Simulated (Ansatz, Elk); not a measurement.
# Li2ZrNiS4: X-ray structure factors from the self-consistent density

The structure of Li2ZrNiS4 used here is made up (a known structure type with other elements) and was relaxed beforehand with PBE. The aim is the Fourier transform of its all-electron density, F(hkl), set beside the sum over free spherical atoms that refinements use.

Program: Elk 11.2.3 (patched build). Level of theory: DFT, PBE, all-electron APW+lo, Dirac cores, scalar-relativistic bands, static density, ferromagnetic start. Results are calculated unless marked as measured.

This account leaves out most program logs.

The structure was built from a prototype and need not be the compound's stable phase.

**1. The structure**

Symmetry: P2/m, No. 10, monoclinic system. The conventional cell has a = 6.135 Å, b = 3.637 Å, c = 6.429 Å, α = 90.00°, β = 108.80°, γ = 90.00°. Zr has 6 S at 2.55 to 2.57 Å nearest. Ni has 6 S at 2.46 to 2.51 Å nearest. S has 1 Ni at 2.51 Å and 2 Zr at 2.57 Å and 3 Li at 2.59 to 2.60 Å nearest. S has 2 Ni at 2.46 Å and 1 Zr at 2.55 Å and 3 Li at 2.57 to 2.70 Å nearest. Nearest to Li lie 6 S at 2.60 to 2.70 Å. Li has 6 S at 2.57 to 2.59 Å nearest. Farther neighbours and most contacts between anions are not listed.

Coordinates:

```cif
data_structure
_symmetry_space_group_name_H-M 'P2/m'
_symmetry_Int_Tables_number 10
_cell_length_a 6.1353
_cell_length_b 3.6366
_cell_length_c 6.4290
_cell_angle_alpha 90.000
_cell_angle_beta 108.804
_cell_angle_gamma 90.000
_cell_volume 135.78
loop_
_atom_site_label
_atom_site_type_symbol
_atom_site_symmetry_multiplicity
_atom_site_Wyckoff_symbol
_atom_site_fract_x
_atom_site_fract_y
_atom_site_fract_z
_atom_site_occupancy
Zr1 Zr 1 g 0.50000 0.00000 0.50000 1
Ni1 Ni 1 f 0.00000 0.50000 0.50000 1
S1 S 2 n 0.75151 0.50000 0.74374 1
S2 S 2 m 0.22759 0.00000 0.72680 1
Li1 Li 1 e 0.50000 0.50000 0.00000 1
Li2 Li 1 a 0.00000 0.00000 0.00000 1
```

**2. Ground state and structure factors**

An all-electron density is needed, since X-rays see the cores too. Task 0 finds the density and task 195 Fourier-transforms it; tshift is off so that phases refer to the origin typed.

File elk.in:

```
tasks
  0
  195
  196

xctype
  20

spinpol
  .true.

rgkmax
  7.0

gmaxvr
  14.0

lmaxo
  7

lmaxapw
  8

swidth
  0.002

tshift
  .false.

ramdisk
  .false.

hmaxvr
  5.5

maxscl
  120

epspot
  1e-06

reducebf
  0.8

sppath
  './'

avec
  12.14796132362 0.00000000000 0.16445018609
  0.00000000000 6.87209725507 0.00000000000
  -3.88539905507 0.00000000000 10.92363823304

atoms
  4
  'Zr.in'
  1
  0.5000000000 0.0000000000 0.5000000000   0.000000 0.000000 0.000000
  'Ni.in'
  1
  0.5000000000 0.5000000000 0.0000000000   0.000000 0.000000 -0.065000
  'S.in'
  4
  0.7437391150 0.5000000000 0.7515134986   0.000000 0.000000 0.000000
  0.7267964548 0.0000000000 0.2275872875   0.000000 0.000000 0.000000
  0.2562608850 0.5000000000 0.2484865014   0.000000 0.000000 0.000000
  0.2732035452 0.0000000000 0.7724127125   0.000000 0.000000 0.000000
  'Li.in'
  2
  0.0000000000 0.5000000000 0.5000000000   0.000000 0.000000 0.000000
  0.0000000000 0.0000000000 -0.0000000000   0.000000 0.000000 0.000000

ngridk
  3 5 4
```

Started as:

```bash
$ OMP_NUM_THREADS=4 elk
```

Wall time 7.8 min (4 threads of Arm Neoverse V1, shared host); peak memory 0.58 GiB; 26 min of CPU time.

SFACRHO.OUT:

```text

h k l indices transformed by vhmat matrix:
   1.000000000       0.000000000       0.000000000    
   0.000000000       1.000000000       0.000000000    
   0.000000000       0.000000000       1.000000000    

      h      k      l  multipl.   |H|            Re(F)            Im(F)           |F|

      0      0      0      1   0.0000000       138.00000     -0.15020826E-16   138.00000    
      1      0      0      2  0.54633438      -64.476244     -0.31699784E-14   64.476244    
      0      0      1      2  0.57248779      -6.3788697      0.25676081E-14   6.3788697    
     -1      0      1      2  0.65160550       10.465529     -0.24240641E-13   10.465529    
      1      0      1      2  0.90986665       8.8317874     -0.14425118E-14   8.8317874    
      0      1      0      2  0.91430390       9.8663796      0.27030720E-13   9.8663796    
     -2      0      1      2   1.0575442      -7.8943235      0.20113002E-13   7.8943235    
     -1      1      0      4   1.0650976      -12.082883     -0.44269519E-14   12.082883    
      0      1     -1      4   1.0787464      -49.683936      0.78427684E-14   49.683936    
      2      0      0      2   1.0926688       12.096858      0.95437169E-14   12.096858    
      1      0     -2      2   1.0982635      -54.603265     -0.36292349E-13   54.603265    
      1     -1     -1      4   1.1227383       11.118888      0.59233696E-14   11.118888    
      0      0      2      2   1.1449756       12.177762     -0.85286116E-14   12.177762    
     -1     -1     -1      4   1.2898872       102.14939     -0.33785688E-14   102.14939    
      2      0     -2      2   1.3032110       102.44694      0.17769748E-13   102.44694    
      2      0      1      2   1.3874202      -16.611653      0.27132778E-13   16.611653    
      2      1     -1      4   1.3979812      -43.885335     -0.16782749E-14   43.885335    
     -1      0     -2      2   1.4187029      -39.406437     -0.17239113E-13   39.406437
```

Elk indexes on the primitive cell of elk.in and gives |H| = 4π sin θ/λ in inverse bohr. Below, one row stands for each form hkl of the conventional cell (m members, Friedel mates merged), F is for one primitive cell and the density is static (no thermal factor). Free-atom factors are Waasmaier and Kirfel's, and R is Σm||F|−|F'||/Σm|F|.

```tsv
hkl	m	sin θ/λ (Å⁻¹)	abs F, DFT	neutral atoms	diff.
001	2	0.082	64.476	64.421	+0.056
100	2	0.086	6.379	6.443	-0.064
1 0 -1	2	0.098	10.466	10.556	-0.090
101	2	0.137	8.832	8.896	-0.064
010	2	0.138	9.866	9.936	-0.070
1 0 -2	2	0.159	7.894	8.127	-0.233
011	4	0.160	12.083	12.241	-0.158
110	4	0.162	49.684	49.746	-0.062
002	2	0.164	12.097	12.720	-0.623
2 0 -1	2	0.165	54.603	54.578	+0.025
1 1 -1	4	0.169	11.119	11.786	-0.667
200	2	0.172	12.178	12.797	-0.620
111	4	0.194	102.149	101.683	+0.466
2 0 -2	2	0.196	102.447	102.112	+0.335
102	2	0.209	16.612	16.752	-0.140
1 1 -2	4	0.210	43.885	44.096	-0.210
201	2	0.213	39.406	39.667	-0.261
012	4	0.214	9.847	9.923	-0.076
```

**3. The magnetisation density**

The same run holds the spin density, and task 196 transforms it. The order is that of the start, and no other was tried.

SFACMAG_1.OUT:

```text

h k l indices transformed by vhmat matrix:
   1.000000000       0.000000000       0.000000000    
   0.000000000       1.000000000       0.000000000    
   0.000000000       0.000000000       1.000000000    

      h      k      l  multipl.   |H|            Re(F)            Im(F)           |F|

      0      0      0      1   0.0000000       1.9684409      0.14180509E-18   1.9684409    
      1      0      0      2  0.54633438      -1.2243990      0.11354916E-15   1.2243990    
      0      0      1      2  0.57248779       1.0971641      0.37787641E-16   1.0971641    
     -1      0      1      2  0.65160550      -1.3871369     -0.22001098E-15   1.3871369    
      1      0      1      2  0.90986665      -1.0670910     -0.42005811E-15   1.0670910    
      0      1      0      2  0.91430390      -1.0728638      0.70143304E-15   1.0728638    
     -2      0      1      2   1.0575442       1.0777221      0.25637612E-15   1.0777221    
     -1      1      0      4   1.0650976       1.0091269     -0.57064531E-15   1.0091269    
      0      1     -1      4   1.0787464      -1.0464657      0.62452866E-15   1.0464657    
      2      0      0      2   1.0926688      0.81584210     -0.24461504E-15  0.81584210    
      1      0     -2      2   1.0982635      -1.0420388     -0.28264395E-15   1.0420388    
      1     -1     -1      4   1.1227383      0.83377816      0.33291435E-15  0.83377816    
      0      0      2      2   1.1449756      0.82891271      0.13095808E-16  0.82891271    
     -1     -1     -1      4   1.2898872       1.2292539      0.27960054E-15   1.2292539    
      2      0     -2      2   1.3032110       1.1741057     -0.33180049E-15   1.1741057    
      2      0      1      2   1.3874202      0.94960958      0.64295589E-15  0.94960958
```

The total moment is 1.97 μB a cell; sphere moments: Zr1 +0.04, Ni2 +1.28, S3 +0.08, S4 +0.14, S5 +0.08, S6 +0.14, Li7 +0.01, Li8 0.00 μB. Polarised neutrons measure spin and orbital magnetisation together; without spin-orbit coupling the run gives the spin part:

```tsv
hkl	sin θ/λ (Å⁻¹)	abs F_M (μB)
001	0.082	1.224
100	0.086	1.097
1 0 -1	0.098	1.387
101	0.137	1.067
010	0.138	1.073
1 0 -2	0.159	1.078
011	0.160	1.009
110	0.162	1.046
002	0.164	0.816
2 0 -1	0.165	1.042
1 1 -1	0.169	0.834
200	0.172	0.829
111	0.194	1.229
2 0 -2	0.196	1.174
```

**4. The highest occupied states alone**

An energy window below the Fermi level keeps the highest occupied states, to see at which angles they scatter; shallow core shells can lie inside it and anion s states outside. No new self-consistency is needed.

Changes to elk.in since step 2:

```diff
@@ -1,5 +1,3 @@
 tasks
-  0
   195
-  196
 
@@ -44,2 +42,5 @@
 
+wsfac
+  -0.237010 0.503980
+
 sppath
```

Started as:

```bash
$ OMP_NUM_THREADS=4 elk
```

Run time: 25 s. Hardware: 4 threads; peak memory 0.39 GiB.

States within 12 eV below the Fermi level hold 32.60 electrons; any levels below the window count with the cores, and a count that is not whole means the window cuts a band. Their amplitudes can exceed the total, where window and core parts have opposite phase:

```tsv
hkl	sin θ/λ (Å⁻¹)	abs F, window	abs F, all
001	0.082	11.034	64.476
100	0.086	7.574	6.379
1 0 -1	0.098	6.979	10.466
101	0.137	6.109	8.832
010	0.138	5.951	9.866
1 0 -2	0.159	6.463	7.894
011	0.160	5.734	12.083
110	0.162	6.739	49.684
002	0.164	0.038	12.097
2 0 -1	0.165	7.435	54.603
```

**5. Another functional**

The difference from free atoms is small, so it is set against the change that LDA (Perdew-Wang) makes.

Changes to elk.in since step 4:

```diff
@@ -1,6 +1,8 @@
 tasks
+  0
   195
+  196
 
 xctype
-  20
+  3
 
@@ -42,5 +44,2 @@
 
-wsfac
-  -0.237010 0.503980
-
 sppath
```

Started as:

```bash
$ OMP_NUM_THREADS=4 elk
```

It took 3.8 min on 4 threads; peak memory 0.4 GiB.

Against the first run R = 0.09 %; the largest change is +0.107 at 002. The moment goes from 1.97 to 1.66 μB.

**6. Basis size**

A smaller basis shows how fast F responds to it; the change is likely larger than the basis error of the first run, but doesn't show convergence.

Changes to elk.in since step 5:

```diff
@@ -6,3 +6,3 @@
 xctype
-  3
+  20
 
@@ -12,3 +12,3 @@
 rgkmax
-  7.0
+  5.5
```

Started as:

```bash
$ OMP_NUM_THREADS=4 elk
```

Elapsed: 8 min, on 4 threads; peak memory 0.55 GiB; 27 min of CPU time.

Against the first run R = 0.05 %; the largest change is -0.044 at 2 0 -2. The moment goes from 1.97 to 1.97 μB.

**7. With a Hubbard U**

A Hubbard U is put on the d shell, to see how far it moves the factors.

Changes to elk.in since step 6:

```diff
@@ -12,3 +12,3 @@
 rgkmax
-  5.5
+  7.0
 
@@ -73 +73,5 @@
   3 5 4
+
+dft+u
+  1 1
+  2 2 0.220496 0.000000
```

Started as:

```bash
$ OMP_NUM_THREADS=4 elk
```

Elapsed: 10 min, on 4 threads; peak memory 0.58 GiB.

The run was cut off at its time limit.

**8. Settings against the effect**

```tsv
run	R against the first run (%)	R against neutral atoms, low angle (%)	wall time
PBE, rgkmax 7	0.00	0.61	7.8 min
LDA (Perdew-Wang)	0.09	0.59	3.8 min
rgkmax 5.5	0.05	0.61	8 min
```

**9. Outcome**

```
R against neutral atoms, sin θ/λ < 0.3 Å⁻¹ : 0.61 %
R against neutral atoms, 0.3 to 0.48 Å⁻¹   : 0.43 %
```

**Reading.** Independent neutral atoms miss the calculated amplitudes by R = 0.61 % below 0.3 Å⁻¹ and 0.43 % from there to 0.48 Å⁻¹; by shells, 0.34 % below 0.15 Å⁻¹ (5 forms), 0.62 % 0.15 to 0.3 (38 forms), 0.46 % 0.3 to 0.45 (91 forms), 0.27 % above 0.45 (15 forms). Bonding, aspherical density and the tables' own atoms all enter these figures, and the runs don't part them. The largest change of an amplitude is -0.67 electrons, at 1 1 -1. Weak lines can change much in proportion: 211 goes from 0.97 to 1.15. The magnetic order is that of the start. No other order was tried here, and an antiferromagnetic one would change or move the magnetic intensity. The window's part falls from 32.6 electrons at the origin to at most 2.18 between 0.45 and 0.48 Å⁻¹, where compact states inside the window still scatter. Below 0.3 Å⁻¹ the changes that finished (LDA (Perdew-Wang) and rgkmax 5.5) move F by R = 0.07 % at most, against the 0.61 % that separates it from free atoms. The magnetic factors move by R = 17.7 % (LDA (Perdew-Wang)) and 1.6 % (rgkmax 5.5), so they aren't settled to better than that. The k-mesh has no finished test. Part of the difference isn't bonding: the tables are fits to free atoms and ions calculated by other methods than this functional. Thermal motion, anomalous dispersion and extinction are left out.

[Logs are printed without paths, hosts, clocks, repeated set-up lines and the standing remarks that a program may print on its own settings, such as how far it seeks lower states.]

[Hosts, paths, dates, database ids (printed as entryN), source tags and the programs' standing remarks are cut or masked in the printed files.]
